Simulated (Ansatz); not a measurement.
## The perfect V wire along [111], 13 atoms a period

Wanted: the relaxed geometry and the bands of the V wire along [111], 13 atoms a period.

Method: DFT PBE, plane waves, PAW; relaxation of a wire's period; PAW set soft_1, in the first sound run; inputs show where later runs differ, in Ansatz 0.2.0.

### 1. The starting structure

The cell holds 13 atoms: 13 V. Its edges and angles: a = 15.257 Å, b = 14.124 Å, c = 2.589 Å, α = 90.0°, β = 90.0°, γ = 90.0°. Vacuum lies along a and b. The structure's axis is c.

### 2. Relaxation of atoms and period

Band widths follow the bond lengths, so the wire is relaxed first. The atoms and the third cell vector are free; the box across stays fixed as vacuum. A Fermi-Dirac smearing is set since the result may be a metal. The pressure printed is a third of the stress's trace over the whole box, vacuum included; only the stress along the axis is relaxed.

File input.yaml:

```yaml
crystal:
  lattice:
    - [15.257, 0.0, 0.0]
    - [0.0, 14.124, 0.0]
    - [0.0, 0.0, 2.5894159573]
  atoms:
    - { symbol: V, position: [0.222848529, 0.499999091, 0.0] }
    - { symbol: V, position: [0.361424217, 0.759273176, 0.0] }
    - { symbol: V, position: [0.499999905, 0.499999091, 0.0] }
    - { symbol: V, position: [0.638575593, 0.759273176, 0.0] }
    - { symbol: V, position: [0.361424217, 0.413574397, 0.333333333] }
    - { symbol: V, position: [0.499999905, 0.672848481, 0.333333333] }
    - { symbol: V, position: [0.638575593, 0.413574397, 0.333333333] }
    - { symbol: V, position: [0.361424217, 0.586423786, 0.666666667] }
    - { symbol: V, position: [0.499999905, 0.327149702, 0.666666667] }
    - { symbol: V, position: [0.638575593, 0.586423786, 0.666666667] }
    - { symbol: V, position: [0.361424217, 0.240725007, 0.0] }
    - { symbol: V, position: [0.638575593, 0.240725007, 0.0] }
    - { symbol: V, position: [0.777151282, 0.499999091, 0.0] }
kpoints:
  mp_grid: { grid: [1, 1, 31] }
scf:
  occupations: { method: fermi_dirac, width: 0.05 }
hamiltonian:
  xc: pbe
  pseudopotentials: { kind: paw, azcp: { folder: soft_1 } }
relax:
  cell: { fix: [a, b, alpha, beta, gamma] }
  max_steps: 45
  f_tol: 0.03
```

Started as:

```
$ ansatz run input.yaml --threads 4 --pin off --max-ram 16384MiB --backend cpu --events-out ev --progress --plain --runs-dir out
```

Numbers of over 12 decimals in the logs are rounded to 6 here.

Log:

```text
Engine: ansatz 0.2.0, x86_64-unknown-linux-gnu
Pseudopotentials: kind: paw
Pseudopotential: V, paw, valence charge 13, recommended cutoff 420 eV (normal), soft_1/V.paw.azcp
Functional definition: PBE
  parameter kappa = 0.804
  parameter beta = 0.066725
  exchange = pbe_x(kappa = kappa, mu = beta*pi^2/3)
  correlation = pbe_c(beta = beta)
Crystal: 13 atoms, lattice volume = 557.993 Å³
Basis set: ecut = 420 eV, 10925 PW (Γ), exchange–correlation on 216×192×36 points (8 copies of the dense FFT grid, shifted against one another)
Bands: 102, of which v1, the nominal top of the filled ones, is band 85 counted from 1 (84 counted from 0)
Symmetry: 4 space group operations
Space group: P2/m (ITA 10), of the structure as read, at distance tolerance 8.2e-5 Å
k-points: 16 of 31
Non-local potential: V, projectors of the file, l = 0: 3, l = 1: 2, l = 2: 3, l = 3: 1
PAW form: soft (Blöchl's): semilocal exchange-correlation on the pseudo side does not see the compensation charge
PAW one-centre angular grid: V, 590 points (default); XC on 64 Gauss nodes
Initial density: superposition of atomic densities (neutral atoms: chi_scale 0, normalization atom)
Initial wavefunctions: pseudopotential atomic-orbital guess
Functional: x = pbe(κ = 0.804, μ = 0.219515), c = pbe(β = 0.066725)
SCF iter   1: F=—  HF=-37870.251187 eV  |F-HF|=—  |Δ(HF+E_count)|=         —  Δρ=1.06e-1  dr2=4.61e2  ethr=3.10e-3  ⟨swp⟩=10.5  Hψ=7582  notcnv=0
preconditioner: auto → LDOS  [metal: Δε(μ)=0.009 eV  Ē_g=3.254 eV  σ=0.050 eV  W_gap=0.05  n_scr=84 (ndim 8)  ℏωp=12.7 eV  f_vac=0.493  D(μ)=20.69/eV (n_scr^D=140)  β→1.0]
SCF iter   2: F=—  HF=-37888.773626 eV  |F-HF|=—  |Δ(HF+E_count)|=    1.85e1  Δρ=1.56e-1  dr2=1.18e3  ethr=3.10e-3  ⟨swp⟩=13.6  Hψ=12637  notcnv=0  defer=29  recentre
SCF iter   3: F=—  HF=-37849.429022 eV  |F-HF|=—  |Δ(HF+E_count)|=    3.93e1  Δρ=4.88e-2  dr2=9.89e1  ethr=3.10e-3  ⟨swp⟩=12.7  Hψ=10049  notcnv=0  defer=9
SCF iter   4: F=—  HF=-37845.199088 eV  |F-HF|=—  |Δ(HF+E_count)|=    4.23e0  Δρ=9.73e-3  dr2=5.64e0  ethr=3.10e-3  ⟨swp⟩=7.1  Hψ=4104  notcnv=0  defer=12
SCF iter   5: F=—  HF=-37844.963990 eV  |F-HF|=—  |Δ(HF+E_count)|=   2.35e-1  Δρ=8.27e-3  dr2=1.52e0  ethr=3.10e-3  ⟨swp⟩=5.5  Hψ=2919  notcnv=0  defer=13
SCF iter   6: F=—  HF=-37844.968932 eV  |F-HF|=—  |Δ(HF+E_count)|=   4.94e-3  Δρ=4.14e-3  dr2=1.98e-1  ethr=8.99e-4  ⟨swp⟩=3.8  Hψ=2322  notcnv=0  defer=9
SCF iter   7: F=—  HF=-37844.949879 eV  |F-HF|=—  |Δ(HF+E_count)|=   1.91e-2  Δρ=1.86e-3  dr2=2.32e-1  ethr=1.17e-4  ⟨swp⟩=4.6  Hψ=2559  notcnv=0  defer=11
SCF iter   8: F=—  HF=-37844.940324 eV  |F-HF|=—  |Δ(HF+E_count)|=   9.56e-3  Δρ=9.51e-4  dr2=1.10e-2  ethr=1.17e-4  ⟨swp⟩=3.1  Hψ=1986  notcnv=0  defer=7
SCF iter   9: F=—  HF=-37844.940375 eV  |F-HF|=—  |Δ(HF+E_count)|=   5.12e-5  Δρ=4.43e-4  dr2=4.40e-3  ethr=6.49e-6  ⟨swp⟩=2.7  Hψ=2101  notcnv=0  defer=5
SCF iter  10: F=—  HF=-37844.940370 eV  |F-HF|=—  |Δ(HF+E_count)|=   5.24e-6  Δρ=2.14e-4  dr2=1.52e-3  ethr=2.60e-6  ⟨swp⟩=1.9  Hψ=1787  notcnv=0  defer=5
SCF iter  11: F=—  HF=-37844.940346 eV  |F-HF|=—  |Δ(HF+E_count)|=   2.35e-5  Δρ=4.64e-5  dr2=6.97e-5  ethr=9.02e-7  ⟨swp⟩=2.1  Hψ=2003  notcnv=0  defer=5
SCF iter  12: F=—  HF=-37844.941201 eV  |F-HF|=—  |Δ(HF+E_count)|=   8.54e-4  Δρ=2.30e-5  dr2=8.84e-6  ethr=4.12e-8  ⟨swp⟩=2.9  Hψ=2074  notcnv=0  defer=5
SCF iter  13: F=—  HF=-37844.941201 eV  |F-HF|=—  |Δ(HF+E_count)|=   8.93e-8  Δρ=8.62e-6  dr2=7.64e-7  ethr=5.23e-9  ⟨swp⟩=2.5  Hψ=1972  notcnv=0  defer=5
SCF iter  14: F=—  HF=-37844.941201 eV  |F-HF|=—  |Δ(HF+E_count)|=   3.65e-8  Δρ=2.68e-6  dr2=1.25e-7  ethr=4.52e-10  ⟨swp⟩=2.6  Hψ=2283  notcnv=0  defer=4
SCF iter  15: F=-37844.941201 eV  HF=-37844.941201 eV  |F-HF|=9.74e-9  |Δ(HF+E_count)|=   3.36e-9  Δρ=1.15e-6  dr2=1.22e-8  ethr=5.92e-11  ⟨swp⟩=5.1  Hψ=4240  notcnv=0
SCF 1 converged in 15 iterations: F = -37844.941201 eV  dr2 = 1.22e-8
  greatest PAW one-centre occupation: 1.000 electrons in one spin orbital (limit 2), on the V atom at site 2 (counted from 0), in its partial waves of l = 0
relax step   1: F+E_penalty+E_count = -37844.94120084 eV  Δ(F+E_penalty+E_count) = +0.000e0 eV  max|allowed force component| = 1.613e0 eV/Å  Δτ_max = 0.0000 Å  P = -4.733 GPa  Ω = 557.993 Å³  fix = [a, b, alpha, beta, gamma]  reactions: a -4.116, b -4.125 GPa; alpha +0.001 GPa/rad  (15 SCF iters, dr2 threshold 1.00e-7 eV, accepted)
Crystal: 13 atoms, lattice volume = 539.481 Å³
Basis set: ecut = 420 eV, 10521 PW (Γ), exchange–correlation on 216×192×36 points (8 copies of the dense FFT grid, shifted against one another)
Initial density: handed on by an earlier stage of this run
Initial wavefunctions: those handed on with the density
SCF iter   1: F=—  HF=-37847.810697 eV  |F-HF|=—  |Δ(HF+E_count)|=         —  Δρ=3.71e-2  dr2=2.40e1  ethr=3.10e-3  ⟨swp⟩=12.2  Hψ=8243  notcnv=0
preconditioner: auto → LDOS  [metal: Δε(μ)=0.036 eV  Ē_g=2.617 eV  σ=0.050 eV  W_gap=0.18  n_scr=88 (ndim 8)  ℏωp=12.9 eV  f_vac=0.552  D(μ)=17.63/eV (n_scr^D=100)  β→1.0]
SCF iter   2: F=—  HF=-37848.740533 eV  |F-HF|=—  |Δ(HF+E_count)|=   9.30e-1  Δρ=4.54e-2  dr2=5.58e1  ethr=3.10e-3  ⟨swp⟩=4.2  Hψ=3328  notcnv=0  defer=12  recentre
SCF iter   3: F=—  HF=-37846.640779 eV  |F-HF|=—  |Δ(HF+E_count)|=    2.10e0  Δρ=1.05e-2  dr2=1.97e0  ethr=3.10e-3  ⟨swp⟩=3.3  Hψ=3184  notcnv=0  defer=13
SCF iter   4: F=—  HF=-37846.560708 eV  |F-HF|=—  |Δ(HF+E_count)|=   8.01e-2  Δρ=1.97e-3  dr2=3.70e-2  ethr=1.16e-3  ⟨swp⟩=2.4  Hψ=2039  notcnv=0  defer=17
SCF iter   5: F=—  HF=-37846.558935 eV  |F-HF|=—  |Δ(HF+E_count)|=   1.77e-3  Δρ=8.31e-4  dr2=1.66e-2  ethr=2.19e-5  ⟨swp⟩=3.0  Hψ=2611  notcnv=0  defer=19
SCF iter   6: F=—  HF=-37846.559298 eV  |F-HF|=—  |Δ(HF+E_count)|=   3.63e-4  Δρ=2.60e-4  dr2=6.83e-4  ethr=9.82e-6  ⟨swp⟩=1.7  Hψ=1748  notcnv=0  defer=19
SCF iter   7: F=—  HF=-37846.559818 eV  |F-HF|=—  |Δ(HF+E_count)|=   5.21e-4  Δρ=1.34e-4  dr2=3.56e-4  ethr=4.04e-7  ⟨swp⟩=2.2  Hψ=2411  notcnv=0  defer=19
SCF iter   8: F=—  HF=-37846.559820 eV  |F-HF|=—  |Δ(HF+E_count)|=   1.65e-6  Δρ=4.98e-5  dr2=2.46e-5  ethr=2.11e-7  ⟨swp⟩=1.9  Hψ=1869  notcnv=0  defer=19
SCF iter   9: F=—  HF=-37846.559820 eV  |F-HF|=—  |Δ(HF+E_count)|=   3.27e-7  Δρ=2.71e-5  dr2=8.81e-6  ethr=1.46e-8  ⟨swp⟩=2.0  Hψ=2069  notcnv=0  defer=19
SCF iter  10: F=-37846.559819 eV  HF=-37846.559820 eV  |F-HF|=1.33e-7  |Δ(HF+E_count)|=   6.21e-9  Δρ=6.27e-6  dr2=2.95e-7  ethr=7.69e-10  ⟨swp⟩=3.6  Hψ=5674  notcnv=0
SCF 2 converged in 10 iterations: F = -37846.559819 eV  dr2 = 2.95e-7
[...]
SCF 3 converged in 8 iterations: F = -37846.657862 eV  dr2 = 9.88e-7
relax step   3: F+E_penalty+E_count = -37846.65786193 eV  Δ(F+E_penalty+E_count) = -9.804e-2 eV  max|allowed force component| = 2.242e-1 eV/Å  Δτ_max = 0.0327 Å  P = -0.013 GPa  Ω = 530.228 Å³  energy of the carried Pulay correction = +7.261e-3 eV  fix = [a, b, alpha, beta, gamma]  reactions: a +0.586, b +0.539 GPa; alpha -0.004 GPa/rad  (8 SCF iters, dr2 threshold 1.30e-6 eV, accepted)
[...]
relax step   4: F+E_penalty+E_count = -37846.80185453 eV  Δ(F+E_penalty+E_count) = -1.440e-1 eV  max|allowed force component| = 3.578e-1 eV/Å  Δτ_max = 0.0893 Å  P = +0.856 GPa  Ω = 502.966 Å³  energy of the carried Pulay correction = +1.476e-2 eV  fix = [a, b, alpha, beta, gamma]  reactions: a +0.774, b +0.736 GPa; alpha +0.016 GPa/rad  (10 SCF iters, dr2 threshold 1.30e-6 eV, accepted)
[...]
relax step   5: F+E_penalty+E_count = -37846.85443667 eV  Δ(F+E_penalty+E_count) = -5.258e-2 eV  max|allowed force component| = 1.672e-1 eV/Å  Δτ_max = 0.0208 Å  P = +0.080 GPa  Ω = 507.494 Å³  energy of the carried Pulay correction = +1.349e-2 eV  fix = [a, b, alpha, beta, gamma]  reactions: a +0.193, b +0.145 GPa; alpha +0.009 GPa/rad  (7 SCF iters, dr2 threshold 1.30e-6 eV, accepted)
[...]
relax step   6: F+E_penalty+E_count = -37846.87466011 eV  Δ(F+E_penalty+E_count) = -2.022e-2 eV  max|allowed force component| = 1.585e-2 eV/Å  Δτ_max = 0.0232 Å  P = -0.046 GPa  Ω = 504.583 Å³  energy of the carried Pulay correction = +1.431e-2 eV  fix = [a, b, alpha, beta, gamma]  reactions: a -0.031, b -0.072 GPa; alpha +0.006 GPa/rad  (7 SCF iters, dr2 threshold 1.30e-6 eV, accepted)
Basis set: ecut = 420 eV, 9775 PW (Γ), exchange–correlation on 216×192×32 points (8 copies of the dense FFT grid, shifted against one another)
Initial wavefunctions: pseudopotential atomic-orbital guess (no wavefunctions were taken with the density)
iter 1 solved again at ethr=4.74e-7 eV; its pass at ethr=3.10e-3 eV (dr2=8.01e-4 eV) is discarded
SCF iter   1: F=—  HF=-37846.859188 eV  |F-HF|=—  |Δ(HF+E_count)|=         —  Δρ=1.74e-4  dr2=1.95e-5  ethr=4.74e-7  ⟨swp⟩=4.5  Hψ=12339  notcnv=0
preconditioner: auto → LDOS  [metal: Δε(μ)=0.009 eV  Ē_g=2.565 eV  σ=0.050 eV  W_gap=0.05  n_scr=92 (ndim 8)  ℏωp=13.3 eV  f_vac=0.531  D(μ)=17.65/eV (n_scr^D=110)  β→1.0]
SCF iter   2: F=—  HF=-37846.859471 eV  |F-HF|=—  |Δ(HF+E_count)|=   2.83e-4  Δρ=1.06e-4  dr2=8.62e-5  ethr=1.15e-8  ⟨swp⟩=2.9  Hψ=3362  notcnv=0
SCF iter   3: F=—  HF=-37846.859461 eV  |F-HF|=—  |Δ(HF+E_count)|=   9.82e-6  Δρ=7.07e-5  dr2=3.73e-5  ethr=1.15e-8  ⟨swp⟩=2.4  Hψ=3121  notcnv=0
SCF iter   4: F=—  HF=-37846.859457 eV  |F-HF|=—  |Δ(HF+E_count)|=   4.00e-6  Δρ=2.35e-5  dr2=2.59e-6  ethr=1.15e-8  ⟨swp⟩=2.0  Hψ=2133  notcnv=0
SCF iter   5: F=—  HF=-37846.859717 eV  |F-HF|=—  |Δ(HF+E_count)|=   2.60e-4  Δρ=6.20e-6  dr2=3.17e-7  ethr=1.53e-9  ⟨swp⟩=2.8  Hψ=3273  notcnv=0
SCF iter   6: F=—  HF=-37846.859717 eV  |F-HF|=—  |Δ(HF+E_count)|=   5.39e-9  Δρ=2.52e-6  dr2=3.59e-8  ethr=1.88e-10  ⟨swp⟩=1.6  Hψ=1797  notcnv=0
SCF iter   7: F=—  HF=-37846.859717 eV  |F-HF|=—  |Δ(HF+E_count)|=   3.41e-9  Δρ=4.11e-7  dr2=1.03e-9  ethr=2.13e-11  ⟨swp⟩=2.0  Hψ=2175  notcnv=0
SCF iter   8: F=—  HF=-37846.859717 eV  |F-HF|=—  |Δ(HF+E_count)|=  3.64e-10  Δρ=3.09e-7  dr2=5.65e-10  ethr=1.00e-12  ⟨swp⟩=3.6  Hψ=3458  notcnv=0
SCF iter   9: F=-37846.859717 eV  HF=-37846.859717 eV  |F-HF|=2.91e-11  |Δ(HF+E_count)|=  5.82e-11  Δρ=8.73e-8  dr2=4.30e-11  ethr=1.00e-12  ⟨swp⟩=3.6  Hψ=5662  notcnv=0
SCF 7 converged in 9 iterations: F = -37846.859717 eV  dr2 = 4.30e-11
relax step   7: F+E_penalty+E_count = -37846.85971665 eV  Δ(F+E_penalty+E_count) = +1.494e-2 eV  max|allowed force component| = 1.497e-2 eV/Å  Δτ_max = 0.0000 Å  P = -0.041 GPa  Ω = 504.583 Å³  fix = [a, b, alpha, beta, gamma]  reactions: a -0.022, b -0.062 GPa; alpha +0.006 GPa/rad  stress off target by 3.99e-2 GPa on what of the cell is left free  SCF on the basis re-selected at this cell (its energy is not comparable with the rows above)  (9 SCF iters)
basis re-selected at this cell: Δ(F+E_penalty+E_count) = +1.494e-2 eV, ΔP = +0.005 GPa vs the last step (what re-selecting the basis moved, of the pressure what is left beyond the Pulay correction that the steps carried, after the strain that the cell walked since its last selection, with what the two solves' SCF thresholds leave and, on support functions, any second-order correction that the steps lacked; it is no measure of the basis error at this ecutwfc). The dense FFT grid was sized anew with the basis: this SCF ran on 108×96×16 points, the steps before it on 108×96×18, so part of this shift can come from that change (see relax.cell in the input reference). [rest of the remark cut]
SCF converged after 9 iterations
Free energy (F): -37846.859717 eV
Harris-Foulkes:  -37846.859717 eV  (|F-HF|=2.91e-11)
Internal energy: -37846.716831 eV  (E = F + TS)
E sigma→0 (E₀):  -37846.788274 eV
Entropy (-TS):   -0.142885 eV (-10.991 meV/atom)
Fermi energy:    3.560781 eV
--- Per-component energies (eV) ---
  E_band       = -4083.373297
  E_kinetic    = 3849.007755
  E_local      = -96771.003961  (includes V_loc(G=0)·N_el)
  E_nonlocal   = 1097.588793
  E_hartree    = 46202.264643
  E_xc         = -1484.344846
  E_vxc        = -1876.756021  (∫ρ·V_xc dr)
  E_paw        = -14648.029701  (= ΣΔE_a)
  E_vpaw       = -2786.752636  (= ΣTr[D̂ρ^β])
  E_aug_tail   = 0.014092  (compensation charges beyond the density's cutoff)
  E_ewald      = 23907.786393
  E_smearing   = -0.142885  (= −TS)
  E_closure    = 0.000000  (closes the sum)
  Σ components = -37846.859717   (vs F -37846.859717, Δ=0.00e0)
--- Forces (eV/Å), atoms counted from 1 ---
  atom   1  V     -0.00973557     0.00000000    -0.00000000
  atom   2  V     -0.00543876     0.00926759    -0.00054594
  atom   3  V      0.00000000     0.00000000     0.00000000
  atom   4  V      0.00543876     0.00926759    -0.00054594
  atom   5  V      0.01320023     0.00587517     0.00971346
  atom   6  V     -0.00000000    -0.01497264     0.01058253
  atom   7  V     -0.01320023     0.00587517     0.00971346
  atom   8  V      0.01320023    -0.00587517    -0.00971346
  atom   9  V      0.00000000     0.01497264    -0.01058253
  atom  10  V     -0.01320023    -0.00587517    -0.00971346
  atom  11  V     -0.00543876    -0.00926759     0.00054594
  atom  12  V      0.00543876    -0.00926759     0.00054594
  atom  13  V      0.00973557    -0.00000000     0.00000000
  max |Σ_I F_I| component: 3.47e-18 eV/Å
--- Stress (GPa, compression-positive) ---
       -0.021815      -0.000000      -0.000000
       -0.000000      -0.061964      -0.005868
       -0.000000      -0.005868      -0.039863
  P = ⅓ Tr σ = -0.0412 GPa (-0.412 kbar)
--- Relaxed structure (6 steps of the walk, 6 accepted, 1 SCFs on fresh bases) ---
  F+E_penalty+E_count = -37846.85971665 eV   max|allowed force component| = 1.497e-2 eV/Å   (the final SCF, on the basis selected at the relaxed cell)
  cell:  # Å, volume = 504.5834 Å³
    - [15.257, 0, 0]
    - [0, 14.124, 0]
    - [0, 0, 2.341565]
  atoms:
    - { symbol: V, position: [0.226753, 0.500000, 0] }
    - { symbol: V, position: [0.363292, 0.755807, 0.000613456] }
    - { symbol: V, position: [0.5, 0.500000, 0] }
    - { symbol: V, position: [0.636708, 0.755807, 0.000613456] }
    - { symbol: V, position: [0.354464, 0.409149, 0.365956] }
    - { symbol: V, position: [0.5, 0.681662, 0.366580] }
    - { symbol: V, position: [0.645536, 0.409149, 0.365956] }
    - { symbol: V, position: [0.354464, 0.590851, 0.634044] }
    - { symbol: V, position: [0.5, 0.318338, 0.633420] }
    - { symbol: V, position: [0.645536, 0.590851, 0.634044] }
    - { symbol: V, position: [0.363292, 0.244193, -0.000613456] }
    - { symbol: V, position: [0.636708, 0.244193, -0.000613456] }
    - { symbol: V, position: [0.773247, 0.500000, 0] }
```

It took 84 s on 4 threads of AMD EPYC 9R14 (Zen 4), shared host; peak memory 1.9 GiB.

This run has no spin polarisation, although V can carry a moment.

(Part 1 of 2 ends here.)

[Logs are printed without paths, hosts, clocks, repeated set-up lines and the standing remarks that a program may print on its own settings, such as how far it seeks lower states.]

[Hosts, paths, dates, database ids (printed as entryN), source tags and the programs' standing remarks are cut or masked in the printed files.]
